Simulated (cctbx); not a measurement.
# Lattice, Laue class and space group of a new crystal

Cell: a = 9.7270 Å, b = 9.7270 Å, c = 3.9710 Å, α = 90.00°, β = 90.00°, γ = 120.00°. Expected content of the cell: Ir12 Lu2 As7.

Simulated single-crystal data (cctbx): synchrotron X-rays, λ = 0.7749 Å, to d = 0.75 Å, 95 % of the full sphere, strongest reflection 70000 counts, noise from counting, a 3 % proportional error and a noise floor of 2 counts (s.d.); no absorption.

Tests on the unmerged data give:

```text
3066 reflections to d = 0.750 A
centring   violations  <I/sigma> of those
    A       1517 of  1535     21.9
    B       1507 of  1525     21.9
    C       1504 of  1508     22.6
    I       1514 of  1532     21.9
    R       2026 of  2051     22.0
    F       2264 of  2284     22.1
Laue class    unique    Rint  (classes that these axes allow; Friedel mates merged)
P -1             1610   0.025
P 1 1 2/m         923   0.028
P -3              542   0.030
P -3 1 m          305   0.031
P -3 m 1          322   0.031
P 6/m             311   0.031
P 6/m m m         198   0.031
space group    extra absences  I>4sigma  <I/sigma>
P 6 2 2                 0          0         -  acentric
P 6 m m                 0          0         -  acentric
P -6 m 2                0          0         -  acentric
P -6 2 m                0          0         -  acentric
P 6/m m m               0          0         -  centric
Wilson B = 0.71 A^2   <|E^2-1|> = 0.654 (0.968 centric, 0.736 acentric)   E^2>4: 0.0 %
shell (A)         n   <I/sigma>
 8.42 - 1.50     35     67.2
 1.50 - 1.19     26     79.2
 1.19 - 1.04     21     80.1
 1.04 - 0.95     25     76.7
 0.95 - 0.88     23     76.1
 0.88 - 0.83     22     75.2
 0.83 - 0.78     21     76.2
 0.78 - 0.75     25     69.6
```

Q: Read the symmetry from these tables.

Every centring test has many violations, so the lattice is primitive.

Rint stays low (0.025 to 0.031) up to P 6/m m m, the highest class in these axes.

5 settings pass the absence test. No glide or screw absences show, which leaves P 6 2 2, P 6 m m, P -6 m 2, P -6 2 m and P 6/m m m.

⟨|E²−1|⟩ = 0.654 leans to a non-centrosymmetric structure, or to twinning, which lowers it. The Wilson B of 0.71 Å² means U ≈ 0.0090 Å².

The true group is P-6 (no. 174), Laue class 6/m, non-centrosymmetric. It isn't in the list: the twinning raises the apparent Laue symmetry.

The crystal is twinned by the law (0 -1 0 -1 0 0 0 0 -1) with a minor fraction of 0.5; Rint in the higher class falls towards the noise as the fraction nears 1/2.

The model is made up (kin elements in a known structure type, no relaxation), so it says nothing on whether the phase exists.

[Logs are printed without paths, hosts, clocks, repeated set-up lines and the standing remarks that a program may print on its own settings, such as how far it seeks lower states.]
